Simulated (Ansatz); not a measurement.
**Amorphous C: valence band and core levels**

How wide do site differences make the core lines of amorphous C?

Main program and level: Ansatz 0.2.0; DFT, PBE, plane-wave PAW, default files, scalar-relativistic.

Most raw output is cut from this account.

## (1) The starting structure

The cell holds 30 atoms: 30 C. Cell: a = 6.128 Å, b = 6.128 Å, c = 6.128 Å, α = 90.0°, β = 90.0°, γ = 90.0°. How the cell was made: glass; density 2.6 g/cm³; hottest run set to 3500 K; random start, relaxed, three short dynamics runs, relaxed.

## (2) Relaxing the atoms

Random starting positions are first pushed apart, with loose settings.

File input.yaml:

```yaml
crystal:
  lattice:
    - [6.1281413518, 0.0, 0.0]
    - [0.0, 6.1281413518, 0.0]
    - [0.0, 0.0, 6.1281413518]
  atoms:
    - { symbol: C, position: [0.5118216247, 0.9504636963, 0.1441596127] }
    - { symbol: C, position: [0.9486494471, 0.311831452, 0.423326449] }
    - { symbol: C, position: [0.0275591132, 0.7535131087, 0.5381433132] }
    - { symbol: C, position: [0.3297317165, 0.7884287034, 0.3031948293] }
    - { symbol: C, position: [0.4534978895, 0.1340416972, 0.4031129864] }
    - { symbol: C, position: [0.2034552407, 0.2623133404, 0.7503646726] }
    - { symbol: C, position: [0.280408758, 0.4851909744, 0.9807371998] }
    - { symbol: C, position: [0.276891204, 0.1606520088, 0.9699254132] }
[... 18 atom lines left out ...]
    - { symbol: C, position: [0.4884492271, 0.2128309953, 0.1326962975] }
    - { symbol: C, position: [0.8412279927, 0.3900745519, 0.9746928129] }
    - { symbol: C, position: [0.9050025708, 0.0168272847, 0.3035089266] }
    - { symbol: C, position: [0.9990258823, 0.2621467962, 0.8490445219] }
kpoints:
  mp_grid: { grid: [1, 1, 1] }
scf:
  occupations: { method: fermi_dirac, width: 0.1 }
  n_extra_bands: 21
hamiltonian:
  xc: pbe
  pseudopotentials: { kind: paw }
output:
  forces: true
basis:
  ecutwfc: 320
relax:
  f_tol: 0.2
  max_steps: 25
```

Started as:

```
$ ansatz run input.yaml --threads 3 --pin off --max-ram 8192MiB --backend cpu --events-out ev --progress --plain --runs-dir out
```

Wall time 17 s (3 threads of Intel Xeon at 2.80GHz (Skylake/Cascade Lake), shared host); peak memory 0.33 GiB.

The run stopped before the relaxation met all its tests.

The program's message: “Error: geometry relaxation did not converge after 25 steps: max|allowed force component| = 9.40e-1 eV/Å (threshold 2.0e-1). Raise `relax.max_steps` over both its present limit and 25, loosen `relax.f_ …”

## (3) Dynamics at 3500 K

A short run with the thermostat set to 3500 K, starting from rest and too brief to equilibrate, lets the random network rearrange; the cutoff and mesh are cut down, since only a plausible structure is wanted. It starts from the last accepted geometry of the run before, which hadn't met its force target.

File input.yaml:

```yaml
crystal:
  lattice:
    - [6.1281413518, 0.0, 0.0]
    - [0.0, 6.1281413518, 0.0]
    - [0.0, 0.0, 6.1281413518]
  atoms:
    - { symbol: C, position: [0.47923062, 0.94967685, 0.19926074] }
    - { symbol: C, position: [0.98625352, 0.39430357, 0.42363187] }
    - { symbol: C, position: [0.07147306, 0.74691211, 0.64950786] }
    - { symbol: C, position: [0.37634657, 0.75954433, 0.26025983] }
    - { symbol: C, position: [0.59937374, 0.3156825, 0.24936452] }
    - { symbol: C, position: [0.1496927, 0.1131986, 0.82930512] }
    - { symbol: C, position: [0.19935979, 0.52015771, 0.97535462] }
    - { symbol: C, position: [0.28412742, 0.28248859, 0.94493675] }
[... 18 atom lines left out ...]
    - { symbol: C, position: [0.45359071, 0.17090174, 0.10174439] }
    - { symbol: C, position: [0.85081882, 0.3950467, 0.86194618] }
    - { symbol: C, position: [0.83818807, 0.03445531, 0.3803801] }
    - { symbol: C, position: [0.93173585, 0.1769251, 0.85311528] }
kpoints:
  mp_grid: { grid: [1, 1, 1] }
scf:
  occupations: { method: fermi_dirac, width: 0.1 }
  n_extra_bands: 21
hamiltonian:
  xc: pbe
  pseudopotentials: { kind: paw }
output:
  forces: true
basis:
  ecutwfc: 320
md:
  timestep: 1.5
  n_steps: 150
  ensemble: nvt_langevin
  temperature: 3500
  seed: 0
```

Elapsed: 91 s, on 3 threads; peak memory 0.33 GiB; 3.4 min of CPU time.

Rows from the run:

```
time (fs)  T (K)  potential (meV/atom)
      0.0      0                   0.0
     15.0    913                  30.0
     30.0   1132                 139.3
     45.0   1356                 126.6
     60.0   1776                 147.8
     75.0   2096                 217.3
     90.0   2375                 231.1
    105.0   2668                 225.2
    120.0   2566                 294.2
    135.0   3012                 242.9
    150.0   3218                 221.7
    165.0   3216                 224.3
    180.0   3026                 325.3
    195.0   2531                 419.2
    210.0   3328                 335.0
    225.0   3234                 296.6
```

Mean square displacement at the end: C 0.45 Å².

Positions (Å) and forces (eV/Å) at 225.0 fs:

```xyz
30
Lattice="6.128 0.000 0.000 0.000 6.128 0.000 0.000 0.000 6.128" Properties=species:S:1:pos:R:3:forces:R:3 pbc="T T T"
C     3.365    6.635    0.843   -3.641   -2.039   -3.285
C     5.894    3.535    1.824    2.402    7.119   -0.596
C     1.470    5.508    2.193   -3.493   -0.914    4.024
C     2.567    5.398    1.245   -1.173    6.847   -2.175
C     3.972    2.613    1.595   -1.426   -3.065   -2.204
C     1.718    0.877    4.600   -1.982   -0.186   -1.967
C     2.165    3.441    4.865   -1.765   -0.684    1.044
C     2.802    1.819    5.106   -2.880    3.179   -1.074
C     3.590   -0.198    3.953   -2.027    0.102   -3.896
C     5.746    4.400    4.451   -2.051    1.078    1.154
C     1.028    4.032    1.944   -1.773   -3.363    1.659
C     0.681    3.365    4.299    2.649    3.562    2.007
C     3.978   -0.066    5.338    0.298    0.178   -2.153
C     3.311    2.926    4.177    1.193    0.708    0.841
C     5.988    6.001    2.227    0.244    0.707   -0.381
C     2.100   -0.035    3.511    2.883    0.465    2.063
C     4.718    6.478    0.687    1.582   -2.599    3.361
C     5.391   -0.149    4.859    5.967   -0.364   -0.446
C     2.051    3.238    1.255    0.327   -3.985    4.530
C     5.342    2.398    1.628   -1.116   -0.503   -0.046
C     4.949    5.090    1.460    1.870   -0.323    0.549
C     2.574    4.222    0.500    1.502    0.299   -7.348
C     3.581    4.893    2.050    4.112   -6.330    1.700
C     5.122    5.882    3.385   -2.378   -0.475    5.212
C     3.145    3.391    2.371    1.318    2.601    0.944
C     4.687    3.258   -1.598    2.573    0.393    0.745
C     2.989    1.905    0.805   -1.254    1.843   -1.603
C     5.844    2.378    4.648   -0.401    0.282   -1.010
C     5.694    1.082    1.541   -0.863   -1.187   -3.044
C     6.399    1.097    4.733   -0.697   -3.347    1.394
```

The pair distribution g(r), C–C has structure finer than the step of the table below, so its rows give means over 0.2 Å, whole bins alone (the curve runs from 0.0268 to 4.26 Å). Peaks (Å: height): 1.42: 3.48, 2.71: 1.35, 3.19: 1.23, 3.89: 1.29.

From the last frames. The pair distribution g(r), C–C by r; means over each step:

```
r (Å)  pair distribution g(r), C–C
  1.0                            0
  1.2                        0.199
  1.4                         2.34
  1.6                         1.44
  1.8                        0.544
  2.0                        0.478
  2.2                        0.646
  2.4                         1.08
  2.6                         1.11
  2.8                        0.920
  3.0                        0.846
  3.2                         1.03
  3.4                        0.901
  3.6                         1.11
  3.8                         1.20
  4.0                         1.22
```

Beyond half the shortest lattice vector, 3.1 Å, g(r) counts periodic images.

This step gave:

```
free energy             : -7482.8385 eV
energy at zero smearing : -7482.7379 eV
smearing term TS        : 0.2012 eV
Fermi energy            : 9.188 eV
gap by band count       : 0.2840 eV
symmetry operations     : 1
```

## (4) Dynamics at 1925 K

A short run with the thermostat set to 1925 K, starting from rest and too brief to equilibrate, lets it settle further; the cutoff and mesh are cut down, since only a plausible structure is wanted.

File input.yaml:

```yaml
crystal:
  lattice:
    - [6.1281413518, 0.0, 0.0]
    - [0.0, 6.1281413518, 0.0]
    - [0.0, 0.0, 6.1281413518]
  atoms:
    - { symbol: C, position: [0.5491034253, 1.0827160516, 0.1375135396] }
    - { symbol: C, position: [0.9617387065, 0.576911549, 0.2977117555] }
    - { symbol: C, position: [0.2399487726, 0.8987842212, 0.3578188776] }
    - { symbol: C, position: [0.4188252067, 0.8808306202, 0.2031025972] }
    - { symbol: C, position: [0.6481684632, 0.4263254191, 0.2602186314] }
    - { symbol: C, position: [0.2803337866, 0.143123642, 0.7507052627] }
    - { symbol: C, position: [0.3532606228, 0.561559341, 0.7938707145] }
    - { symbol: C, position: [0.4573090544, 0.2968121243, 0.8331504069] }
[... 18 atom lines left out ...]
    - { symbol: C, position: [0.4878266052, 0.3108385417, 0.1314177514] }
    - { symbol: C, position: [0.9536516709, 0.38797837, 0.7584419499] }
    - { symbol: C, position: [0.9291648579, 0.1766076344, 0.2513923338] }
    - { symbol: C, position: [1.044228214, 0.1790478808, 0.7723737808] }
kpoints:
  mp_grid: { grid: [1, 1, 1] }
scf:
  occupations: { method: fermi_dirac, width: 0.1 }
  n_extra_bands: 21
hamiltonian:
  xc: pbe
  pseudopotentials: { kind: paw }
output:
  forces: true
basis:
  ecutwfc: 320
md:
  timestep: 1.5
  n_steps: 120
  ensemble: nvt_langevin
  temperature: 1925
  seed: 0
```

It took 71 s on 3 threads; peak memory 0.34 GiB; 2.6 min of CPU time.

The trajectory, sampled:

```
time (fs)  T (K)  potential (meV/atom)
      0.0      0                   0.0
     12.0   2126                -227.2
     24.0   1747                -195.8
     36.0   2102                -274.0
     48.0   1831                -240.6
     60.0   1881                -210.0
     72.0   2280                -234.3
     84.0   2391                -210.8
     96.0   2578                -285.0
    108.0   2370                -269.3
    120.0   1957                -238.9
    132.0   2208                -319.5
    144.0   2330                -381.7
    156.0   1873                -351.0
    168.0   2048                -403.8
    180.0   1702                -344.4
```

Mean square displacement at the end: C 0.51 Å².

Positions (Å) and forces (eV/Å) at 180.0 fs:

```xyz
30
Lattice="6.128 0.000 0.000 0.000 6.128 0.000 0.000 0.000 6.128" Properties=species:S:1:pos:R:3:forces:R:3 pbc="T T T"
C     3.739    6.625    0.075   -1.605   -2.373    1.831
C     6.258    3.711    1.317    2.778    0.910    2.884
C     2.034    5.905    1.957   -0.008   -1.546   -0.950
C     2.700    5.697    0.763    0.539    0.794   -2.130
C     4.923    2.941   -0.243   -2.313   -1.883   -0.303
C     1.930    1.560    3.663    4.709   -0.515   -1.076
C     2.335    3.781    4.823    2.249    0.242    0.092
C     2.832    2.345    4.499   -1.262    3.326    0.983
C     3.956    0.273    3.382   -0.049   -0.791   -2.059
C     5.830    5.082    4.288    1.978   -3.034   -2.378
C     1.329    4.244    2.409    2.449   -0.505   -1.604
C     1.088    4.156    3.998   -0.152   -1.849   -1.966
C     4.333    0.479    4.699   -1.681    2.541    0.155
C     3.764    3.430    3.739    0.162   -0.548    4.549
C     6.258    6.911    2.418   -1.472   -4.361    3.879
C     2.656    0.701    2.843    1.933   -2.893    2.129
C     5.208    6.177    0.494    0.579   -0.286   -1.173
C     5.630    0.130    5.038    0.090   -2.691    3.997
C     2.588    3.490    1.758   -7.867    3.522   -2.743
C     6.006    2.404    0.615    0.508    3.368    3.197
C     5.177    4.922    1.392    2.171   -2.356   -2.097
C     2.921    4.293    0.386   -4.195   -1.600   -1.777
C     4.247    3.865    0.737    0.475    0.102    2.664
C     5.335    5.671    2.883   -1.348    0.880   -0.983
C     3.664    3.159    2.345    3.529    0.904   -2.153
C     5.156    3.609   -1.632   -2.545   -1.060   -2.057
C     3.714    1.717   -0.663    2.730    1.490    0.812
C     6.246    2.876    3.792    0.602    3.067    1.384
C     5.930    1.030    1.223   -0.807    5.124   -6.175
C     6.806    1.746    3.253   -2.180    2.021    3.068
```

From the last frames. Table of pair distribution g(r), C–C by r; read off at these points:

r (Å), pair distribution g(r), C–C and a bar:
```
     0.03       0.00 
     0.13       0.00 
     0.24       0.00 
     0.35       0.00 
     0.51       0.00 
     0.62       0.00 
     0.72       0.00 
     0.83       0.00 
     0.94       0.00 
     1.05       0.00 
     1.15       0.00 
     1.26       0.42 ####
     1.42       2.63 ########################
     1.47       3.27 ##############################
     1.53       2.60 ########################
     1.64       1.49 ##############
     1.74       0.34 ###
     1.85       0.36 ###
     1.96       0.05 
     2.06       0.07 #
     2.23       0.56 #####
     2.33       0.87 ########
     2.44       1.39 #############
     2.55       1.84 #################
     2.65       1.28 ############
     2.76       1.47 #############
     2.87       1.00 #########
     3.03       0.89 ########
     3.14       0.83 ########
     3.24       0.99 #########
     3.35       0.84 ########
     3.46       0.96 #########
     3.57       0.93 ########
     3.67       1.16 ###########
     3.78       1.17 ###########
     3.83       1.18 ###########
     3.94       1.04 ##########
     4.05       1.10 ##########
     4.16       0.96 #########
     4.26       1.00 #########
```

Beyond half the shortest lattice vector, 3.1 Å, g(r) counts periodic images.

This step gave:

```
free energy             : -7493.1706 eV
energy at zero smearing : -7493.0444 eV
smearing term TS        : 0.2525 eV
Fermi energy            : 8.735 eV
gap by band count       : 0.1491 eV
```

## (5) Dynamics at 300 K

A short run with the thermostat set to 300 K, starting from rest and too brief to equilibrate, lets it settle further; the cutoff and mesh are cut down, since only a plausible structure is wanted.

File input.yaml:

```yaml
crystal:
  lattice:
    - [6.1281413518, 0.0, 0.0]
    - [0.0, 6.1281413518, 0.0]
    - [0.0, 0.0, 6.1281413518]
  atoms:
    - { symbol: C, position: [0.6101257402, 1.0810264865, 0.0122241434] }
    - { symbol: C, position: [1.0211885698, 0.6055556673, 0.2149043061] }
    - { symbol: C, position: [0.3319610795, 0.9635152726, 0.3193632433] }
    - { symbol: C, position: [0.4405772193, 0.9295678539, 0.1244906247] }
    - { symbol: C, position: [0.803380438, 0.4799921101, -0.0396133266] }
    - { symbol: C, position: [0.3150069443, 0.2545391783, 0.5977116242] }
    - { symbol: C, position: [0.381092182, 0.6169838862, 0.7870470821] }
    - { symbol: C, position: [0.4621013446, 0.3827421697, 0.734110796] }
[... 18 atom lines left out ...]
    - { symbol: C, position: [0.6061329193, 0.2802145729, -0.1082151307] }
    - { symbol: C, position: [1.0192670261, 0.4693243635, 0.6187790986] }
    - { symbol: C, position: [0.9676828588, 0.1680668449, 0.1995052497] }
    - { symbol: C, position: [1.1106451551, 0.284923615, 0.5307669061] }
kpoints:
  mp_grid: { grid: [1, 1, 1] }
scf:
  occupations: { method: fermi_dirac, width: 0.1 }
  n_extra_bands: 21
hamiltonian:
  xc: pbe
  pseudopotentials: { kind: paw }
output:
  forces: true
basis:
  ecutwfc: 320
md:
  timestep: 1.5
  n_steps: 80
  ensemble: nvt_langevin
  temperature: 300
  seed: 0
```

The job ended after 42 s (3 threads; peak memory 0.33 GiB).

Rows from the run:

```
time (fs)  T (K)  potential (meV/atom)
      0.0      0                   0.0
      7.5   1252                -175.9
     16.5   1182                -185.4
     24.0    942                -170.1
     31.5    713                -160.0
     40.5    765                -176.7
     48.0    861                -200.0
     55.5    642                -175.9
     64.5    721                -196.9
     72.0    732                -207.9
     79.5    640                -202.0
     88.5    589                -201.7
     96.0    605                -210.7
    103.5    568                -214.2
    112.5    535                -222.9
    120.0    442                -215.0
```

Mean square displacement at the end: C 0.036 Å².

Positions (Å) and forces (eV/Å) at 120.0 fs:

```xyz
30
Lattice="6.128 0.000 0.000 0.000 6.128 0.000 0.000 0.000 6.128" Properties=species:S:1:pos:R:3:forces:R:3 pbc="T T T"
C     3.797    6.601    0.100   -0.820    0.371   -0.359
C     6.254    3.879    1.480    2.129   -0.026    0.784
C     2.056    5.877    1.781   -0.781    0.181    1.048
C     2.720    5.722    0.477   -0.843    2.127    1.474
C     4.887    2.988   -0.201   -0.275   -0.927   -3.334
C     2.147    1.519    3.562   -1.029   -0.802   -0.640
C     2.525    3.864    4.714    0.397   -0.214   -0.231
C     2.968    2.422    4.407   -0.487    0.695    1.306
C     4.180    0.431    3.130    1.194   -1.377    0.053
C     5.917    4.992    4.159   -0.158    0.116   -1.361
C     1.384    4.479    2.289    2.272   -2.071   -0.869
C     1.229    4.183    3.837   -0.518   -0.421   -0.367
C     4.584    0.808    4.437   -0.161    0.740   -0.551
C     3.830    3.452    3.711    0.604    0.652    0.105
C     6.351    6.861    2.297    0.439    0.872   -1.894
C     2.807    0.487    2.841    0.267    0.047   -0.740
C     5.266    6.166    0.298    0.236    2.736    3.480
C     5.444   -0.065    5.019    1.426   -2.092   -1.173
C     2.439    3.609    1.696    0.153    1.675   -2.223
C     5.964    2.620    0.652    2.197    2.632    2.108
C     5.259    4.976    1.279    1.215   -0.981   -0.586
C     2.849    4.326    0.205    0.293   -2.155   -0.630
C     4.275    3.942    0.723   -3.770   -0.222    2.117
C     5.417    5.740    2.681   -2.358   -0.378    0.241
C     3.675    3.321    2.177   -0.757    1.751   -1.446
C     5.249    3.606   -1.778   -1.402   -0.666   -0.083
C     3.946    1.770   -0.761   -0.481    0.074    0.976
C     6.425    2.931    3.711   -0.517    0.872   -0.763
C     5.983    1.351    1.041    0.209   -5.558    1.460
C     6.914    1.673    3.244    1.324    2.347    2.097
```

From the last frames. Pair distribution g(r), C–C against r; read off at these points:

r (Å), pair distribution g(r), C–C and a bar:
```
     0.03       0.00 
     0.19       0.00 
     0.29       0.00 
     0.46       0.00 
     0.62       0.00 
     0.78       0.00 
     0.88       0.00 
     1.05       0.00 
     1.21       0.00 
     1.37       0.96 #######
     1.42       3.57 ###########################
     1.47       3.14 ########################
     1.53       3.98 ##############################
     1.64       0.96 #######
     1.80       0.26 ##
     1.90       0.00 
     2.06       0.04 
     2.23       0.59 ####
     2.39       1.45 ###########
     2.49       1.43 ###########
     2.55       1.99 ###############
     2.65       1.35 ##########
     2.76       1.52 ###########
     2.82       1.29 ##########
     2.92       0.98 #######
     3.08       0.80 ######
     3.24       0.65 #####
     3.40       0.85 ######
     3.51       0.77 ######
     3.67       1.12 ########
     3.83       1.01 ########
     3.89       1.53 ###########
     3.99       0.97 #######
     4.10       0.92 #######
     4.26       1.07 ########
```

Beyond half the shortest lattice vector, 3.1 Å, g(r) counts periodic images.

Numbers from this step:

| Item | Value |
| --- | --- |
| free energy | -7499.6215 eV |
| energy at zero smearing | -7499.6132 eV |
| smearing term TS | 0.01656 eV |
| Fermi energy | 8.752 eV |
| gap by band count | 1.015 eV |

[end of part 1 of 3]

[Logs are printed without paths, hosts, clocks, repeated set-up lines and the standing remarks that a program may print on its own settings, such as how far it seeks lower states.]

[Hosts, paths, dates, database ids (printed as entryN), source tags and the programs' standing remarks are cut or masked in the printed files.]

[Maps of the electrostatic potential energy from Ansatz leave out the sawtooth potential of an applied field or a dipole correction, so their vacuum need not be flat; work functions include it.]
